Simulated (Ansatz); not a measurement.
**KAg (built on the sites of a database entry of CsAu): a soft mode frozen in**

Which phase does KAg (built on the sites of a database entry of CsAu) fall into along its unstable mode, and how much energy does it gain?

Method: DFT PBEsol, scalar-relativistic, plane waves, PAW, in Ansatz 0.2.0.

The structure was built from a prototype and need not be the compound's stable phase.

### 1. The structure

Symmetry: Pm-3m, No. 221, cubic system. Conventional cell: a = 3.983 Å, b = 3.983 Å, c = 3.983 Å, α = 90.00°, β = 90.00°, γ = 90.00°. Nearest to K lie 8 Ag at 3.45 Å. Nearest to Ag lie 8 K at 3.45 Å. Farther neighbours are not listed.

### 2. Response at finite wavevector

The cell comes from relaxations at this level that are not shown. Stability and thermal properties need the whole zone. Linear response on a 2×2×2 q mesh gives force constants as far as a supercell of that size would.

Contents of input.yaml:

```yaml
crystal:
  lattice:
    - [3.9831655217, 0.0, 0.0]
    - [0.0, 3.9831655217, 0.0]
    - [0.0, 0.0, 3.9831655217]
  atoms:
    - { symbol: K, position: [0.5, 0.5, 0.5] }
    - { symbol: Ag, position: [0.0, 0.0, 0.0] }
kpoints:
  mp_grid: { grid: [10, 10, 10] }
hamiltonian:
  xc: pbesol
scf:
  occupations: { method: methfessel_paxton, width: 0.15 }
output:
  eigenvalues: true
phonons:
  method: dfpt
  qmesh: [2, 2, 2]
  temperatures: { t_max: 1000, t_step: 50 }
  qpath:
    path:
      - [[0.0, 0.0, 0.0], [0.0, 0.5, 0.0], [0.5, 0.5, 0.0], [0.0, 0.0, 0.0], [0.5, 0.5, 0.5], [0.0, 0.5, 0.0]]
      - [[0.5, 0.5, 0.5], [0.5, 0.5, 0.0]]
    npoints: 10
```

On the command line:

```sh
ansatz run input.yaml --threads 4 --pin off --max-ram 7168MiB --backend cpu --events-out ev --progress --plain --runs-dir out
```

Numbers of over 12 decimals in the logs are rounded to 6 here.

The log of the run:

```text
Engine: ansatz 0.2.0, aarch64-unknown-linux-gnu
Pseudopotentials: kind: paw
Pseudopotential: K, paw, valence charge 9, recommended cutoff 420 eV (normal), K.paw.azcp
Pseudopotential: Ag, paw, valence charge 19, recommended cutoff 420 eV (normal), Ag.paw.azcp
Functional definition: PBEsol
  exchange = pbesol_x
  correlation = pbesol_c
Crystal: 2 atoms, lattice volume = 63.195 Å³
Basis set: ecut = 420 eV, 1237 PW (Γ), exchange–correlation on 54×54×54 points (8 copies of the dense FFT grid, shifted against one another)
Bands: 18, of which v1, the nominal top of the filled ones, is band 14 counted from 1 (13 counted from 0)
Symmetry: 48 space group operations
k-points: 56 of 1000
Non-local potential: K, projectors of the file, l = 0: 3, l = 1: 2, l = 2: 2
Non-local potential: Ag, projectors of the file, l = 0: 3, l = 1: 2, l = 2: 2, l = 3: 1
PAW form: soft (Blöchl's): semilocal exchange-correlation on the pseudo side does not see the compensation charge
PAW frozen core: K, regenerated for the run's functional, and the local potential with it (the file was generated under x = pbe(κ = 0.804, μ = 0.219515), c = pbe(β = 0.066725))
PAW frozen core: Ag, regenerated for the run's functional, and the local potential with it (the file was generated under x = pbe(κ = 0.804, μ = 0.219515), c = pbe(β = 0.066725))
PAW one-centre angular grid: K, 110 points (default); XC on 64 Gauss nodes
PAW one-centre angular grid: Ag, 590 points (default); XC on 64 Gauss nodes
Initial density: superposition of atomic densities (neutral atoms: chi_scale 0, normalization atom), corrected by the library's trained network
Initial wavefunctions: pseudopotential atomic-orbital guess
Functional: x = pbesol(κ = 0.804, μ = 0.123457), c = pbesol(β = 0.046)
SCF iter   1: F=—  HF=-9037.831030 eV  |F-HF|=—  |Δ(HF+E_count)|=         —  Δρ=3.09e-3  dr2=4.86e-3  ethr=1.77e-3  ⟨swp⟩=5.1  Hψ=4685  notcnv=0
preconditioner: auto → Resta (q_TF=auto, 2.382 Å⁻¹)  ε∞=4.5  [insulator: Δε(μ)=0.173 eV  Ē_g=10.629 eV  σ=0.150 eV  W_gap=0.54  n_scr=18 (ndim 8)  ℏωp=19.8 eV  f_vac=0.007  D(μ)=0.18/eV (n_scr^D=0)  ε∞_Penn≈4.5]
SCF iter   2: F=—  HF=-9037.830112 eV  |F-HF|=—  |Δ(HF+E_count)|=   9.18e-4  S|Δr|=    0.00e0  Δρ=1.04e-3  dr2=3.76e-4  ethr=1.73e-5  ⟨swp⟩=2.6  Hψ=2171  notcnv=0
preconditioner: auto → Kerker (q_TF=auto, 2.382 Å⁻¹)  [metal: Δε(μ)=0.072 eV  Ē_g=10.668 eV  σ=0.150 eV  W_gap=0.36  n_scr=18 (ndim 8)  ℏωp=19.8 eV  f_vac=0.009  D(μ)=0.18/eV (n_scr^D=0)]
SCF iter   3: F=—  HF=-9037.830072 eV  |F-HF|=—  |Δ(HF+E_count)|=   4.01e-5  S|Δr|=    0.00e0  Δρ=4.95e-4  dr2=1.11e-4  ethr=1.34e-6  ⟨swp⟩=2.0  Hψ=1197  notcnv=0
SCF iter   4: F=—  HF=-9037.830057 eV  |F-HF|=—  |Δ(HF+E_count)|=   1.53e-5  S|Δr|=    0.00e0  Δρ=9.39e-5  dr2=1.21e-5  ethr=3.96e-7  ⟨swp⟩=2.0  Hψ=1546  notcnv=0
SCF iter   5: F=—  HF=-9037.830059 eV  |F-HF|=—  |Δ(HF+E_count)|=   2.44e-6  S|Δr|=    0.00e0  Δρ=3.21e-5  dr2=8.38e-7  ethr=4.32e-8  ⟨swp⟩=2.4  Hψ=1366  notcnv=0
SCF iter   6: F=—  HF=-9037.830050 eV  |F-HF|=—  |Δ(HF+E_count)|=   9.44e-6  S|Δr|=    0.00e0  Δρ=7.39e-6  dr2=3.39e-8  ethr=2.99e-9  ⟨swp⟩=2.8  Hψ=1678  notcnv=0
SCF iter   7: F=—  HF=-9037.830050 eV  |F-HF|=—  |Δ(HF+E_count)|=   2.46e-8  S|Δr|=    0.00e0  Δρ=1.37e-6  dr2=9.61e-10  ethr=1.21e-10  ⟨swp⟩=2.0  Hψ=1501  notcnv=0
SCF iter   8: F=—  HF=-9037.830050 eV  |F-HF|=—  |Δ(HF+E_count)|=   1.02e-9  S|Δr|=    0.00e0  Δρ=3.57e-7  dr2=8.08e-11  ethr=3.43e-12  ⟨swp⟩=2.5  Hψ=1471  notcnv=0
SCF iter   9: F=-9037.830050 eV  HF=-9037.830050 eV  |F-HF|=0.00e0  |Δ(HF+E_count)|=  3.64e-11  S|Δr|=    0.00e0  Δρ=6.20e-8  dr2=1.74e-12  ethr=1.00e-12  ⟨swp⟩=5.2  Hψ=4053  notcnv=0
SCF 1 converged in 9 iterations: F = -9037.830050 eV  dr2 = 1.74e-12
  greatest PAW one-centre occupation: 1.001 electrons in one spin orbital (limit 2), on the Ag atom at site 1 (counted from 0), in its partial waves of l = 0
Initial density: read from a saved state, or passed on in memory by an earlier SCF of this step, an earlier step, the calling program or the single point that the run made first
iter 1 solved again at ethr=3.53e-8 eV; its pass at ethr=3.10e-3 eV (dr2=9.90e-6 eV) is discarded
SCF iter   1: F=—  HF=-9037.830058 eV  |F-HF|=—  |Δ(HF+E_count)|=         —  Δρ=2.43e-7  dr2=1.71e-11  ethr=3.53e-8  ⟨swp⟩=3.2  Hψ=7592  notcnv=0
eigensolver tolerance schedule: the retry pair's looser diagonalisation over-reported the residual by 576976.58 of it (diagonalisation noise at an unbounded share of the residual, at the tolerance the schedule requests for it); recorded, not acted on — ethr = c·dr2/N_el stays at c = 1.0e-1
preconditioner: auto → Kerker (q_TF=auto, 2.382 Å⁻¹)  [metal: Δε(μ)=0.072 eV  Ē_g=10.674 eV  σ=0.150 eV  W_gap=0.36  n_scr=18 (ndim 8)  ℏωp=19.8 eV  f_vac=0.009  D(μ)=0.18/eV (n_scr^D=0)]
SCF iter   2: F=—  HF=-9037.830050 eV  |F-HF|=—  |Δ(HF+E_count)|=   8.33e-6  S|Δr|=    0.00e0  Δρ=1.44e-7  dr2=6.10e-12  ethr=1.00e-12  ⟨swp⟩=3.4  Hψ=4913  notcnv=0
SCF iter   3: F=-9037.830050 eV  HF=-9037.830050 eV  |F-HF|=1.82e-12  |Δ(HF+E_count)|=  3.64e-12  S|Δr|=    0.00e0  Δρ=8.57e-8  dr2=1.77e-12  ethr=1.00e-12  ⟨swp⟩=1.0  Hψ=2240  notcnv=0
SCF 2 converged in 3 iterations: F = -9037.830050 eV  dr2 = 1.77e-12
phonons: the bands overlap, so this run is a metal and interpolates without the dipole-dipole term. If the crystal is really an insulator or semiconductor, its LO-TO splitting is missing
NSCF: frozen V_eff on 56 k-points
NSCF: frozen V_eff on 126 k-points
DFPT response loops at q = (0, 0, 0) (fractional): preconditioner auto → Kerker (q_TF=auto, 2.382 Å⁻¹) (partly filled bands, converged f_vac=0.009); β = 1.00, the filter's whole step (`scf.mixing.beta` (0.50) is not read by the response loops under this deck's `scf.mixing.preconditioner`; to damp them name `kerker` or `kerker_dos`, under which they read `scf.mixing.beta`, and type it under 1.00, their step now; both keys bind the ground state too); Broyden in place of MSR1
NSCF: frozen V_eff on 432 k-points
DFPT response loops at q = (0, 0, -0.5) (fractional): mixed as the last ones told, above
NSCF: frozen V_eff on 432 k-points
DFPT response loops at q = (0, -0.5, -0.5) (fractional): mixed as the last ones told, above
NSCF: frozen V_eff on 252 k-points
DFPT response loops at q = (-0.5, -0.5, -0.5) (fractional): mixed as the last ones told, above
SCF converged after 9 iterations
Stability not checked: this state was not tested for a lower state beside it, because cold or Methfessel-Paxton smearing, or corrected tetrahedra, fill the levels in a way that the test cannot read (fill_not_monotonic; see scf.lower_state_search)
Free energy (F): -9037.830050 eV
Harris-Foulkes:  -9037.830050 eV  (|F-HF|=0.00e0)
Internal energy: -9037.830816 eV  (E = F + TS)
E sigma→0 (E₀):  -9037.830241 eV
Entropy (-TS):   0.000766 eV (0.383 meV/atom)
Fermi energy:    6.687550 eV
--- Per-component energies (eV) ---
  E_band       = -512.449667
  E_kinetic    = 782.836887
  E_local      = -3931.043892  (includes V_loc(G=0)·N_el)
  E_nonlocal   = 96.740088
  E_hartree    = 1689.604665
  E_xc         = -315.821922
  E_vxc        = -396.183764  (∫ρ·V_xc dr)
  E_paw        = -4597.992960  (= ΣΔE_a)
  E_vpaw       = -444.008578  (= ΣTr[D̂ρ^β])
  E_aug_tail   = 0.000289  (compensation charges beyond the density's cutoff)
  E_ewald      = -2762.584596
  E_core_change = 0.430624  (= ΣΔE_core)
  E_smearing   = 0.000766  (= −TS)
  E_closure    = 0.000000  (closes the sum)
  Σ components = -9037.830050   (vs F -9037.830050, Δ=0.00e0)
--- Band table (eV; the first three rows and the last of 56) ---
  k-point 0: bands = [... 10 lower, 2.8181, 2.9749, 2.9749, 2.9749, 10.9484, 10.9484, 12.6277, 12.6277]
  k-point 1: bands = [... 10 lower, 2.9349, 2.9669, 2.9669, 2.9772, 10.5185, 10.9689, 12.4723, 12.4723]
  k-point 2: bands = [... 10 lower, 2.9461, 2.9461, 2.9830, 3.2880, 9.4494, 11.0258, 12.1458, 12.1458]
  k-point 55: bands = [... 10 lower, 2.7603, 3.1638, 3.1638, 8.1501, 8.1501, 8.1501, 8.4285, 13.1938]
--- Phonons (Γ-DFPT): 2 representative perturbations + reference (Σ response iterations 6) ---
  ASR residual: 3.909e-5 → 0.000e0 eV/Å²; symmetrization residual: 2.508e-6 eV/Å²
  ASR residual per site (eV/Å²): 7.88e-7 3.91e-5
  Γ frequencies (cm⁻¹): 0.00 0.00 0.00 105.31 105.31 105.31
--- Phonons (arbitrary-q DFPT): 4 irreducible q on the 2×2×2 mesh ---
  q = [0.0000, 0.0000, 0.0000] (star 1, of the zone-centre solve; hermiticity 4.29e-6, symmetrization 1.86e-11): -0.00 0.00 0.00 105.31 105.31 105.31
  q = [0.0000, 0.0000, -0.5000] (star 3, 4 solved perturbations in 684 linear systems a pass and spin channel, the states on 216 of 1000 k-point pairs; hermiticity 4.15e-13, symmetrization 3.87e-13): 32.99 55.94 55.94 87.28 87.28 131.79
  q = [0.0000, -0.5000, -0.5000] (star 3, 4 solved perturbations in 684 linear systems a pass and spin channel, the states on 216 of 1000 k-point pairs; hermiticity 3.58e-6, symmetrization 3.11e-12): -25.71 -25.71 58.35 83.99 124.96 124.96
  q = [-0.5000, -0.5000, -0.5000] (star 1, 2 solved perturbations on 126 of 1000 k-point pairs; hermiticity 1.68e-12, symmetrization 3.57e-11): 32.59 32.59 32.59 120.51 120.51 120.51
  sum rule: each row above includes the acoustic sum rule's correction from the zone centre's row sums; it moved no ω² by more than (0.31 cm⁻¹)²
  mesh force constants: q→R imaginary residual 2.20e-17; ASR residual 3.909e-5 → 0.000e0 eV/Å²; symmetrization residual 1.221e-15 eV/Å²
  interpolated dispersion: 62 rows × 6 modes
  density of states and harmonic sums: on the 16×16×16 q-mesh, interpolated from the force constants of a 2×2×2 supercell (no non-analytic term)
  largest difference from the sums on the solved wave vectors: F 2.61e-1 eV, S 3.26e-4 and C_V 6.55e-5 eV/K
  zero-point energy: 0.026081 eV/cell   skipped modes (ω ≤ 0): 66, of them read as no rigid motion or as one in doubt: 63 (3.677e-1 modes/cell left out, lowest -25.71 cm⁻¹)   left out of the sums: 6.14e-2 of the cell's modes: C_V's classical limit lies that fraction below 3 k_B per atom; for a crystal, a wire or a layer, F and S can be off by more, and a phonons.interpolated_qmesh denser along its periods is the remedy for the sampling
```

It took 51 s on 4 threads of Arm Neoverse V2, shared host; peak memory 0.83 GiB.

Numbers from this step:

```
volume per atom                                         : 31.60 Å³
gap on the k-mesh                                       : 0 eV
sum-rule residual before enforcement                    : 3.91e-5 eV/Å²
lowest frequency on the path                            : -25.71 cm⁻¹
point group                                             : m-3m
highest frequency on the path or at a solved wavevector : 131.8 cm⁻¹
highest optical mode at the zone centre (no LO-TO term) : 105.3 cm⁻¹
lowest optical zone-centre mode                         : 105.3 cm⁻¹
lowest mode on the q mesh (acoustic modes at Γ apart)   : -25.71 cm⁻¹
```

Frequencies (cm⁻¹) solved at each irreducible wavevector; negative means imaginary. Frequencies by wavevector, by row:

```
q in reciprocal lattice units  star  mode 1  mode 2  mode 3  mode 4  mode 5  mode 6
                        0 0 0     1       0       0       0   105.3   105.3   105.3
                     0 0 -0.5     3      33    55.9    55.9    87.3    87.3   131.8
                  0 -0.5 -0.5     3   -25.7   -25.7    58.4      84     125     125
               -0.5 -0.5 -0.5     1    32.6    32.6    32.6   120.5   120.5   120.5
```

Interpolated from a 2×2×2 q mesh, rough between the solved points. Phonon branches along the path, in cm⁻¹:

```
    point  branch 1  branch 2  branch 3  branch 4  branch 5  branch 6
        Γ         0         0         0       105       105       105
  halfway        32        35        35        98        98       117
        X        33        56        56        87        87       132
  halfway        -8        35        57        86       109       128
        M       -26       -26        58        84       125       125
  halfway         1        45        46        93       108       118
        Γ         0         0         0       105       105       105
  halfway        30        30        42       108       112       112
        R        33        33        33       120       120       120
  halfway        -9        36        46       104       109       126
        X        33        56        56        87        87       132
jump to R        33        33        33       120       120       120
  halfway        13        13        47       104       123       123
        M       -26       -26        58        84       125       125
```

The phonon branches as a text plot (rows in cm⁻¹):

```
    129 |     *********                             ******
    122 |    *       ********               ********      *******
    115 |   *       *     *****          ****    ***       *
    109 |***                 * *** ******          **       *
    102 |***       *          **********            **       *
     96 |   ***   *          **                      ***      *
     89 |      *****      ***                          ***     *
     83 |           ******                                      *
     76 |
     69 |
     63 |
     56 |      ************                            ***    ***
     50 |     *   *        **        ***             ***     *
     43 |    *     *         **         *          ***      *
     37 |   * *            ** **    *           *** *     **
     30 |   ** ***        *    **      *************    ***
     24 |  *      * *           *    **                *   **
     17 | *        *             * **             *
     10 |*           *        **** *               *  *      *
      4 |                *   *   *
     -3 |                         *
     -9 |                  **                       **
    -16 |           * *   *                                   *
    -22 |            *****                                     **
         Γ      X      M          Γ            R        X|R     M
```

Symmetry leaves 4 wavevectors to solve. The lowest mode among them, the acoustic zeros apart, lies at q = (0, -0.5, -0.5) and is imaginary, 25.7i cm⁻¹, so the energy falls along it.

### 3. The mode frozen in, largest atomic shift 0 Å

The mode followed lies at q = (0, -0.5, -0.5) with frequency 25.7i cm⁻¹ and is 2-fold degenerate, the softest among the wavevectors solved. At small amplitude the distorted cell has space group no. 51 by a symmetry search on the positions. The undistorted cell that holds it gives the zero of energy on the same k mesh.

System of this step: KAg (built on the sites of a database entry of CsAu). Symmetry: Pm-3m, No. 221, cubic system. The conventional cell has a = 3.983 Å, b = 3.983 Å, c = 3.983 Å, α = 90.00°, β = 90.00°, γ = 90.00°. Nearest to K lie 8 Ag at 3.45 Å. Nearest to Ag lie 8 K at 3.45 Å. Farther neighbours are not listed.

Contents of input.yaml:

```yaml
crystal:
  lattice:
    - [-3.9831655217, 0.0, 0.0]
    - [0.0, -3.9831655217, -3.9831655217]
    - [0.0, -3.9831655217, 3.9831655217]
  atoms:
    - { symbol: K, position: [0.5, 1.0, 0.5] }
    - { symbol: K, position: [0.5, 0.5, 0.0] }
    - { symbol: Ag, position: [0.0, 0.5, 0.5] }
    - { symbol: Ag, position: [0.0, 1.0, 0.0] }
kpoints:
  mp_grid: { grid: [10, 8, 8] }
hamiltonian:
  xc: pbesol
scf:
  occupations: { method: methfessel_paxton, width: 0.15 }
output:
  forces: true
  stress: true
  eigenvalues: true
```

The log of the run:

```text
[...]
Crystal: 4 atoms, lattice volume = 126.391 Å³
Basis set: ecut = 420 eV, 2465 PW (Γ), exchange–correlation on 54×80×80 points (8 copies of the dense FFT grid, shifted against one another)
Bands: 34, of which v1, the nominal top of the filled ones, is band 28 counted from 1 (27 counted from 0)
Symmetry: 32 space group operations
[...]
k-points: 90 of 640
[...]
k-point 0: bands = [... 24 lower, 2.9739, 2.9739, 3.1547, 6.0454, 8.3248, 8.3248, 10.5285, 10.9482, ... 2 higher]
  k-point 1: bands = [... 24 lower, 2.9723, 2.9739, 3.1292, 5.8876, 8.2759, 8.3942, 10.7283, 10.7800, ... 2 higher]
  k-point 2: bands = [... 24 lower, 2.9719, 3.0589, 3.1926, 5.4397, 8.3297, 8.5950, 10.2724, 10.4884, ... 2 higher]
  k-point 89: bands = [... 24 lower, 3.1547, 3.1547, 6.0454, 6.0454, 8.3247, 8.3247, 8.3249, 8.3249, ... 2 higher]
[key lines of the parts left out:]
SCF converged after 6 iterations
Free energy (F): -18075.655420 eV
Fermi energy:    6.676528 eV
P = ⅓ Tr σ = 0.0161 GPa (0.161 kbar)
```

Run time: 5.2 s. Hardware: 4 threads; peak memory 0.58 GiB.

Numbers from this step:

```yaml
pressure: 0.01611 GPa
energy_from_the_undistorted_cell: 0 meV/atom
```

The run ends at a pressure of 0.02 GPa.

### 4. The mode frozen in, largest atomic shift 0.6 Å

The atoms are moved along the unstable eigenvector, the largest shift by 0.6 Å, with the cell fixed.

input.yaml, the sections that differ from step 3:

```yaml
crystal:
  lattice:
    - [-3.9831655217, 0.0, 0.0]
    - [0.0, -3.9831655217, -3.9831655217]
    - [0.0, -3.9831655217, 3.9831655217]
  atoms:
    - { symbol: K, position: [0.5, 1.0589991935, 0.5] }
    - { symbol: K, position: [0.5, 0.4410008065, 0.0] }
    - { symbol: Ag, position: [0.0, 0.6065142953, 0.5] }
    - { symbol: Ag, position: [0.0, 0.8934857047, 0.0] }
# kpoints, hamiltonian, scf, output: as in step 3
```

The log of the run:

```text
[...]
Crystal: 4 atoms, lattice volume = 126.391 Å³
Basis set: ecut = 420 eV, 2465 PW (Γ), exchange–correlation on 54×80×80 points (8 copies of the dense FFT grid, shifted against one another)
Bands: 34, of which v1, the nominal top of the filled ones, is band 28 counted from 1 (27 counted from 0)
Symmetry: 8 space group operations
[...]
k-points: 150 of 640
[...]
k-point 0: bands = [... 24 lower, 3.0437, 3.1452, 3.2052, 6.3895, 8.1458, 8.6194, 10.0086, 10.7961, ... 2 higher]
  k-point 1: bands = [... 24 lower, 3.0047, 3.1969, 3.2002, 6.1808, 8.0861, 8.6825, 10.3742, 10.7679, ... 2 higher]
  k-point 2: bands = [... 24 lower, 3.1048, 3.1833, 3.2925, 5.6129, 8.1969, 8.8617, 10.4875, 10.5659, ... 2 higher]
  k-point 149: bands = [... 24 lower, 3.3212, 3.3212, 5.9865, 5.9865, 8.3449, 8.3449, 8.3835, 8.3835, ... 2 higher]
[key lines of the parts left out:]
SCF converged after 7 iterations
Free energy (F): -18075.698871 eV
Fermi energy:    6.812001 eV
P = ⅓ Tr σ = -0.4955 GPa (-4.955 kbar)
```

Wall time 7.6 s (4 threads); peak memory 0.7 GiB.

Numbers from this step:

| Property | Result |
| --- | --- |
| pressure | -0.4955 GPa |
| energy from the undistorted cell | -10.83 meV/atom |

The energy, extrapolated to zero smearing, is -10.83 meV/atom against the undistorted cell.

The run ends at a pressure of -0.50 GPa, with forces up to 0.030 eV/Å.

### 5. Energy along the mode, all amplitudes (two of the runs are shown above)

An imaginary frequency means negative curvature, so the energy should fall and then rise again as anharmonic terms take over.

This step gave:

| Item | Value |
| --- | --- |
| depth at the lowest point sampled | 10.83 meV/atom |
| largest atomic shift at that point | 0.6 Å |

The energy from the parent by largest atomic shift:

```
largest atomic shift (Å)  energy from the parent (meV/atom)
                   0.000                                  0
                   0.040                             -0.149
                   0.080                             -0.587
                   0.140                              -1.72
                   0.220                              -3.89
                   0.320                              -7.00
                   0.450                              -10.3
                   0.600                              -10.8
```

Displacement at unit largest shift by atom:

```
atom  x (Å)   y (Å)   z (Å)   size
  K1  0.000  -0.392  -0.392  0.554
  K2  0.000   0.392   0.392  0.554
 Ag3  0.000  -0.707  -0.707  1.000
 Ag4  0.000   0.707   0.707  1.000
```

The lowest of the steps tried is the last one, at 0.6 Å, 10.8 meV/atom below the parent; the bottom of the well need not coincide with a step.

[end of part 1 of 3]

[Logs are printed without paths, hosts, clocks, repeated set-up lines and the standing remarks that a program may print on its own settings, such as how far it seeks lower states.]

[Hosts, paths, dates, database ids (printed as entryN), source tags and the programs' standing remarks are cut or masked in the printed files.]
